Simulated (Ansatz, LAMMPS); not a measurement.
**A frame of liquid ethanol from 300 K (108 atoms): geometry optimisation**

Wanted: the relaxed structure of a frame of liquid ethanol from 300 K (108 atoms) and its electronic structure.

Method: Kohn-Sham DFT, PBE+D4, PAW (set soft_2), plane waves, in Ansatz 0.2.0.

## 1. The structure

The cell holds 108 atoms: 24 C, 12 O and 72 H. Cell: a = 10.513 Å, b = 10.513 Å, c = 10.513 Å, α = 90.0°, β = 90.0°, γ = 90.0°. 12 ethanol placed at random, at 0.79 g/cm³; overlaps pushed apart, then 10 ps at 450 K with MMFF94 bonds, angles, torsions, charges and radii (Halgren, J. Comput. Chem. 17, 490 (1996)) in harmonic and 12-6 forms. Snapshot after 20 ps at 300 K and fixed volume.

Limits known from the start: The network of contacts between molecules at the start is that of the classical potential that made the cell. The density was typed from a rule of thumb and may lie off the real one at this temperature. The Brillouin zone is sampled at Γ only, in a cell whose shortest periodic width is 11 Å.

## 2. Single point at the start

A single point comes first, to see the forces before anything moves.

Input file input.yaml:

```yaml
crystal:
  lattice:
    - [10.51326, 0.0, 0.0]
    - [0.0, 10.51326, 0.0]
    - [0.0, 0.0, 10.51326]
  atoms:
    - { symbol: C, position: [0.7732, 0.63809, 0.8934] }
    - { symbol: C, position: [0.7347, 0.63768, 0.0314] }
    - { symbol: O, position: [0.79309, 0.53779, 0.1067] }
    - { symbol: H, position: [0.87787, 0.64011, 0.88916] }
    [... 98 atom lines left out ...]
    - { symbol: H, position: [0.17951, 0.32696, 0.28797] }
    - { symbol: H, position: [0.24688, 0.32256, 0.13936] }
    - { symbol: H, position: [0.25869, 0.45925, 0.24044] }
    - { symbol: H, position: [0.1139, 0.48206, 0.04728] }
    - { symbol: H, position: [0.02857, 0.35672, 0.10081] }
    - { symbol: H, position: [0.9395, 0.55027, 0.17698] }
kpoints:
  mp_grid: { grid: [1, 1, 1] }
hamiltonian:
  xc: pbe
  dispersion: d4
scf:
  occupations: { method: fixed }
output:
  forces: true
  stress: true
  populations: intrinsic
  dos:
    method: { smearing: { sigma: 0.08 } }
    de: 0.1
    projected: { site_lists: { C: [C], H: [H], O: [O] } }
  eigenvalues: true
```

The run is started by

```
ansatz run input.yaml --threads 4 --pin off --max-ram 8192MiB --backend cpu --events-out ev --progress --plain --runs-dir out
```

Elapsed: 12 s, on 4 threads of Arm Neoverse V1, shared host; peak memory 1.1 GiB.

Read from the output:

```
free energy                                      : -13985.4939 eV
free energy per atom                             : -129.4953 eV/atom
SCF cycles                                       : 9
pressure                                         : 2.108 GPa
r.m.s. force component                           : 0.848 eV/Å
longest force                                    : 3.232 eV/Å
Fermi energy                                     : -1.745 eV
gap (highest filled to lowest empty level) : 4.556 eV
```

The r.m.s. force component of 0.85 eV/Å and the pressure of 2.1 GPa set the starting point.

Length of the force by element:

| element | coordination | atoms | mean length of the force (eV/Å) | spread | least | most |
| --- | --- | --- | --- | --- | --- | --- |
| C | all | 24 | 2.05 | 0.723 | 0.671 | 3.23 |
| H | all | 72 | 0.955 | 0.604 | 0.121 | 2.43 |
| O | all | 12 | 1.43 | 0.523 | 0.511 | 2.12 |

## 3. Relaxation

With the cell held, the atoms are moved downhill towards a nearby minimum.

input.yaml, the sections that differ from step 2:

```yaml
output:
  forces: true
relax:
  f_tol: 0.05
  max_steps: 200
# crystal, kpoints, hamiltonian, scf: as in step 2
```

It took 3.4 min on 4 threads; peak memory 1 GiB.

Relaxation path (22 of 34):

| step | energy less that of the first step (eV) | largest force component (eV/Å) |
| --- | --- | --- |
| 1 | 0.0000 | 3.1204 |
| 3 | -4.2012 | 0.4672 |
| 4 | -4.5137 | 0.1981 |
| 6 | -4.7427 | 0.1933 |
| 7 | -4.8127 | 0.1988 |
| 9 | -4.8980 | 0.2390 |
| 10 | -4.9261 | 0.2412 |
| 12 | -4.9754 | 0.0926 |
| 14 | -4.9966 | 0.1690 |
| 15 | -5.0071 | 0.2190 |
| 17 | -5.0240 | 0.2437 |
| 18 | -5.0302 | 0.2431 |
| 20 | -5.0419 | 0.1360 |
| 21 | -5.0483 | 0.1167 |
| 23 | -5.0564 | 0.1831 |
| 25 | -5.0686 | 0.1490 |
| 26 | -5.0716 | 0.1314 |
| 28 | -5.0791 | 0.0795 |
| 29 | -5.0782 | 0.1569 |
| 31 | -5.0833 | 0.0607 |
| 32 | -5.0841 | 0.0480 |
| 34 | -5.0855 | 0.0211 |

Relaxation step 29 was tried and not accepted.

The atoms that moved most (Å):

| atom | dx | dy | dz | length |
| --- | --- | --- | --- | --- |
| H98 | -1.122 | -1.490 | 0.770 | 2.018 |
| H51 | -0.736 | 1.611 | -0.683 | 1.898 |
| H50 | -1.221 | 1.326 | 0.245 | 1.819 |
| H70 | -1.306 | 0.850 | 0.895 | 1.797 |
| H85 | 1.544 | 0.340 | -0.712 | 1.734 |
| H6 | 1.030 | -1.317 | -0.185 | 1.682 |
| H87 | 0.855 | 1.370 | -0.127 | 1.620 |
| H35 | -0.642 | -1.157 | 0.879 | 1.589 |

The relaxation changed the energy by -47.1 meV/atom, and atoms moved by 0.93 Å r.m.s., 2.0 Å at most.

## 4. Distances and neighbours after relaxation

Bonds before and after, by the cutoffs listed below:

| pair | bonds before | bonds after | mean before (Å) | mean after (Å) | spread before (Å) | spread after (Å) |
| --- | --- | --- | --- | --- | --- | --- |
| H-C | 60 | 60 | 1.092 | 1.100 | 0.030 | 0.002 |
| H-O | 12 | 12 | 0.981 | 0.995 | 0.019 | 0.008 |
| C-C | 12 | 12 | 1.508 | 1.520 | 0.027 | 0.003 |
| C-O | 12 | 12 | 1.430 | 1.435 | 0.034 | 0.005 |

Density 0.79 g/cm³, 10.76 Å³ an atom.

g(r), total and by pair (bins of 0.2 Å):

| r (Å) | total | H-H | H-C | H-O | C-C | C-O | O-O |
| --- | --- | --- | --- | --- | --- | --- | --- |
| 0.90 | 0.58 | 0.00 | 0.00 | 3.94 | 0.00 | 0.00 | 0.00 |
| 1.10 | 4.37 | 0.00 | 13.49 | 2.54 | 0.00 | 0.00 | 0.00 |
| 1.30 | 0.00 | 0.00 | 0.00 | 0.00 | 0.00 | 0.00 | 0.00 |
| 1.50 | 0.88 | 0.00 | 0.00 | 0.00 | 8.30 | 9.50 | 0.00 |
| 1.70 | 1.43 | 2.71 | 0.00 | 1.50 | 0.00 | 0.00 | 0.00 |
| 1.90 | 0.29 | 0.00 | 0.69 | 0.59 | 0.00 | 0.00 | 0.00 |
| 2.10 | 1.51 | 0.04 | 3.53 | 3.04 | 0.00 | 0.00 | 0.00 |
| 2.30 | 0.35 | 0.80 | 0.00 | 0.00 | 0.00 | 0.00 | 0.00 |
| 2.50 | 1.06 | 1.97 | 0.04 | 0.08 | 0.00 | 3.18 | 0.00 |
| 2.70 | 1.06 | 1.07 | 0.66 | 2.03 | 0.00 | 0.00 | 7.13 |
| 2.90 | 0.62 | 0.96 | 0.19 | 0.70 | 0.00 | 0.00 | 3.11 |
| 3.10 | 0.75 | 1.27 | 0.41 | 0.43 | 0.00 | 0.00 | 0.00 |
| 3.30 | 0.92 | 0.81 | 1.01 | 1.55 | 0.00 | 0.58 | 0.00 |
| 3.50 | 0.94 | 0.68 | 1.10 | 1.50 | 0.00 | 1.71 | 0.00 |
| 3.70 | 0.87 | 0.85 | 0.88 | 0.66 | 0.11 | 2.60 | 0.00 |
| 3.90 | 0.98 | 0.99 | 1.09 | 0.46 | 1.76 | 1.17 | 0.85 |
| 4.10 | 0.87 | 0.87 | 0.83 | 0.93 | 1.16 | 0.96 | 0.00 |
| 4.30 | 1.02 | 0.99 | 0.94 | 1.09 | 1.73 | 0.69 | 1.73 |
| 4.50 | 1.11 | 1.11 | 1.07 | 1.24 | 1.75 | 0.55 | 0.62 |
| 4.70 | 1.06 | 0.97 | 1.14 | 1.17 | 1.17 | 1.01 | 0.59 |
| 4.90 | 1.07 | 1.08 | 1.27 | 0.69 | 1.26 | 0.87 | 1.07 |
| 5.10 | 1.06 | 1.08 | 1.11 | 0.99 | 1.16 | 0.99 | 0.24 |

Bonds by pair of elements; cutoffs follow the first minimum of g(r), held within bounds set by covalent radii, and pairs that aren't listed don't count as bonded:

| pair A-B | cutoff (Å) | bonds | mean length (Å) | spread (Å) | shortest (Å) | B about A | A about B |
| --- | --- | --- | --- | --- | --- | --- | --- |
| H-C | 1.34 | 60 | 1.1 | 0.002 | 1.10 | 0.833 | 2.5 |
| H-O | 1.21 | 12 | 0.995 | 0.008 | 0.982 | 0.167 | 1 |
| C-C | 1.85 | 12 | 1.52 | 0.003 | 1.51 | 1 | 1 |
| C-O | 1.73 | 12 | 1.44 | 0.005 | 1.43 | 0.5 | 1 |

How many atoms have how many bonded neighbours:

| element | mean | 1 | 2 | 4 |
| --- | --- | --- | --- | --- |
| C | 4 | 0 | 0 | 24 |
| H | 1 | 72 | 0 | 0 |
| O | 2 | 0 | 12 | 0 |

Bond angles (no mean is given where the spread exceeds 20°):

| angle | count | mean (°) | spread (°) |
| --- | --- | --- | --- |
| C-C-H | 60 | 111 | 0.4 |
| H-C-H | 48 | 108 | 0.5 |
| H-C-O | 24 | 108 | 1.7 |
| C-C-O | 12 | 112 | 1.5 |
| C-O-H | 12 | 108 | 0.9 |

By these cutoffs all C atoms have 4, all H atoms have 1 and all O atoms have 2 bonded neighbours. The C-C-H angle averages 111° with a spread of 0.4°.

## 5. Single point at the relaxed geometry

One more single point at the end of the walk gives the fuller output and checks the residual forces.

Input file input.yaml:

```yaml
crystal:
  lattice:
    - [10.51326, 0.0, 0.0]
    - [0.0, 10.51326, 0.0]
    - [0.0, 0.0, 10.51326]
  atoms:
    - { symbol: C, position: [0.83563, 0.5333, 0.90256] }
    - { symbol: C, position: [0.76742, 0.58336, 0.02005] }
    - { symbol: O, position: [0.78368, 0.504, 0.12906] }
    - { symbol: H, position: [0.93792, 0.52215, 0.92089] }
    [... 98 atom lines left out ...]
    - { symbol: H, position: [0.20917, 0.35861, 0.3443] }
    - { symbol: H, position: [0.30238, 0.37371, 0.2039] }
    - { symbol: H, position: [0.25379, 0.51229, 0.28799] }
    - { symbol: H, position: [0.12192, 0.4804, 0.09288] }
    - { symbol: H, position: [0.0768, 0.32635, 0.14719] }
    - { symbol: H, position: [0.92694, 0.48853, 0.19788] }
kpoints:
  mp_grid: { grid: [1, 1, 1] }
hamiltonian:
  xc: pbe
  dispersion: d4
scf:
  occupations: { method: fixed }
output:
  forces: true
  stress: true
  populations: true
  dos:
    method: { smearing: { sigma: 0.1 } }
    de: 0.1
    projected: { site_lists: { C: [C], H: [H], O: [O] } }
  eigenvalues: true
  write_density: true
  write_potential: true
  volumetric_format: npy
  elf: true
```

Elapsed: 13 s, on 4 threads; peak memory 1.1 GiB; 47 s of CPU time.

The program notes that the exchange-correlation potential is rough where the density is thin.

The run gave:

```yaml
free_energy: -13990.5794 eV
free_energy_per_atom: -129.5424 eV/atom
scf_cycles: 9
pressure: -0.3396 GPa
r_m_s_force_component: 0.00515 eV/Å
longest_force: 0.03047 eV/Å
fermi_energy: -1.964 eV
spacing_of_highest_filled_and_lowest_empty_level: 4.83 eV
spilling_of_the_projection: 0.01355
```

Löwdin charges by element (they lack the spilled electrons, 0.030 e an atom on average):

| element | coordination | atoms | mean charge (e) | spread | least | most |
| --- | --- | --- | --- | --- | --- | --- |
| C | all | 24 | -0.252 | 0.211 | -0.469 | -0.0296 |
| H | all | 72 | 0.216 | 0.0738 | 0.155 | 0.392 |
| O | all | 12 | -0.523 | 0.0081 | -0.539 | -0.513 |

Density of states as counts of states in windows of 1 eV (from the Fermi level), total and the larger projections:

| from (eV) | to (eV) | total | C p | H s | O p | C s |
| --- | --- | --- | --- | --- | --- | --- |
| -10 | -9 | 20.6 | 3.2 | 6.5 | 3.4 | 6.8 |
| -9 | -8 | 3.4 | 0.5 | 1.1 | 0.5 | 1.2 |
| -8 | -7 | 5.2 | 1.5 | 1.2 | 2.2 | 0.1 |
| -7 | -6 | 18.5 | 6.7 | 4.0 | 6.7 | 0.4 |
| -6 | -5 | 20.3 | 11.2 | 4.6 | 3.8 | 0.0 |
| -5 | -4 | 24.9 | 14.1 | 4.5 | 5.4 | 0.2 |
| -4 | -3 | 34.5 | 17.7 | 9.7 | 6.1 | 0.1 |
| -3 | -2 | 27.4 | 12.2 | 9.3 | 5.2 | 0.0 |
| -2 | -1 | 13.3 | 3.6 | 3.3 | 5.7 | 0.0 |
| -1 | 0 | 22.6 | 2.7 | 2.4 | 17.0 | 0.2 |
| 0 | 1 | 1.4 | 0.2 | 0.1 | 1.1 | 0.0 |
| 1 | 4 | 0.0 | 0.0 | 0.0 | 0.0 | 0.0 |
| 4 | 5 | 1.9 | 0.2 | 0.8 | 0.0 | 0.3 |

With fixed occupations the program's Fermi level is the highest filled level; weight inside the gap is the broadening of levels at its edges.

Between -20 and -10 eV lie 48 more states.

The levels nearest the highest filled one (over half full), pooled over k-points and spins:

| level less the highest filled one (eV) | occupation |
| --- | --- |
| -0.466 | 2 |
| -0.423 | 2 |
| -0.386 | 2 |
| -0.331 | 2 |
| -0.311 | 2 |
| 0 | 2 |
| 4.83 | 0 |
| 5.46 | 0 |
| 5.54 | 0 |
| 5.67 | 0 |
| 5.76 | 0 |
| 5.82 | 0 |

Mean Löwdin charges: C -0.25, H +0.22, O -0.52 e (they miss 1.4 % of the electrons, so they add up to more than the cell's charge). The largest share in the top eV of filled states is O p (76 % of the projected weight), and in the lowest eV of empty states H s (57 % of the projected weight).

## 6. Results

| Item | Value |
| --- | --- |
| energy change in the relaxation | -47.09 meV/atom |
| r.m.s. displacement | 0.93 Å |
| largest displacement | 2.018 Å |
| free energy per atom | -129.5424 eV/atom |
| pressure | -0.3396 GPa |
| r.m.s. force component | 0.00515 eV/Å |
| gap (highest filled to lowest empty level) | 4.83 eV |
| wall time of the 3 DFT runs | 3.8 min |

**Reading.** Relaxation lowers the energy by 47.1 meV/atom and moves atoms by 0.93 Å r.m.s.; the r.m.s. force component goes from 0.85 to 0.0052 eV/Å, the pressure goes from 2.1 to -0.34 GPa, and the gap from 4.56 to 4.83 eV. By the final cutoffs no bond was broken or made. First to last step the energy falls by 5.086 eV; the largest move, 2.02 Å, is that of H98. The H-O bonds go from 0.981 Å (spread 0.019) to 0.995 Å (spread 0.008). Counting bonds as in the table, all C atoms have 4, all H atoms have 1 and all O atoms have 2 bonded neighbours. The highest filled and lowest empty levels differ by 4.83 eV (at Γ alone); a semilocal functional tends to put such gaps too low. In a disordered cell it changes from sample to sample and from frame to frame.

What to keep in mind: The network of contacts between molecules at the start is that of the classical potential that made the cell; in DFT atoms moved by 0.93 Å r.m.s.

[Logs are printed without paths, hosts, clocks, repeated set-up lines and the standing remarks that a program may print on its own settings, such as how far it seeks lower states.]

[Hosts, paths, dates, database ids (printed as entryN), source tags and the programs' standing remarks are cut or masked in the printed files.]

[The MMFF94 radii named for the starting cell were scaled by 0.96; in molecules described by MMFF94, hydrogen bound to N, O or S took a small fixed 12-6 site in their place.]
